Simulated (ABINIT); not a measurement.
Planning a run of ABINIT 10.8.3 on BaH2 (P6_3/mmc). The input:

```
acell 3*1.0 Angstrom
rprim 
  4.462025052349 0.000000000014 0.000000000000
  -2.231012526186 3.864227047650 0.000000000000
  0.000000000000 0.000000000000 6.055292590000
ntypat 2
znucl 56 1
natom 6
typat 1 1 2 2 2 2
xred 
  0.666666666667 0.333333333333 0.750000000000
  0.333333333333 0.666666666667 0.250000000000
  0.333333333333 0.666666666667 0.750000000000
  0.666666666667 0.333333333333 0.250000000000
  -0.000000000000 -0.000000000000 0.500000000000
  -0.000000000000 -0.000000000000 0.000000000000
pp_dirpath "pseudos"
pseudos "Ba.upf, H.upf"
ecut 32
nspinor 2
ngkpt 3 3 2
nshiftk 1
shiftk 0 0 0
kptopt 1
chksymbreak 0
iscf -2
irdden 1
istwfk *1
nband 232
nbdbuf 20
tolwfr 1e-09
nstep 60
prtvol 0
indata_prefix "in"
outdata_prefix "out"
tmpdata_prefix "tmp"
```

```sh
OMP_NUM_THREADS=1 mpirun -n 8 abinit run.abi > log
```

**Question.** Estimate wall time and host memory on 8 MPI ranks of Intel Xeon Platinum 8259CL at 2.50GHz (Skylake/Cascade Lake), shared host.

It took 3.7 min; on shared hardware allow 1.8 min to 7.3 min. Peak host memory was 0.91 GiB.

[Paths, hosts, dates, memory and timing lines, banners, echoed tables and standing remarks are left out of the program output.]

[Logs are printed without paths, hosts, clocks, repeated set-up lines and the standing remarks that a program may print on its own settings, such as how far it seeks lower states.]

[Runs of the session that timed out or met a known fault of the program may be left out.]

[Hosts, paths, dates, database ids (printed as entryN), source tags and the programs' standing remarks are cut or masked in the printed files.]

[G0W0 gaps are taken among the corrected bands and points alone; a level outside them can change the order at an edge.]

[Where Ansatz stands beside ABINIT at settings called matched, ABINIT's density can come from a denser mesh and the files from another edition; pairs whose starting gaps differed by over 0.03 eV were left out, so agreement reads better than it is.]
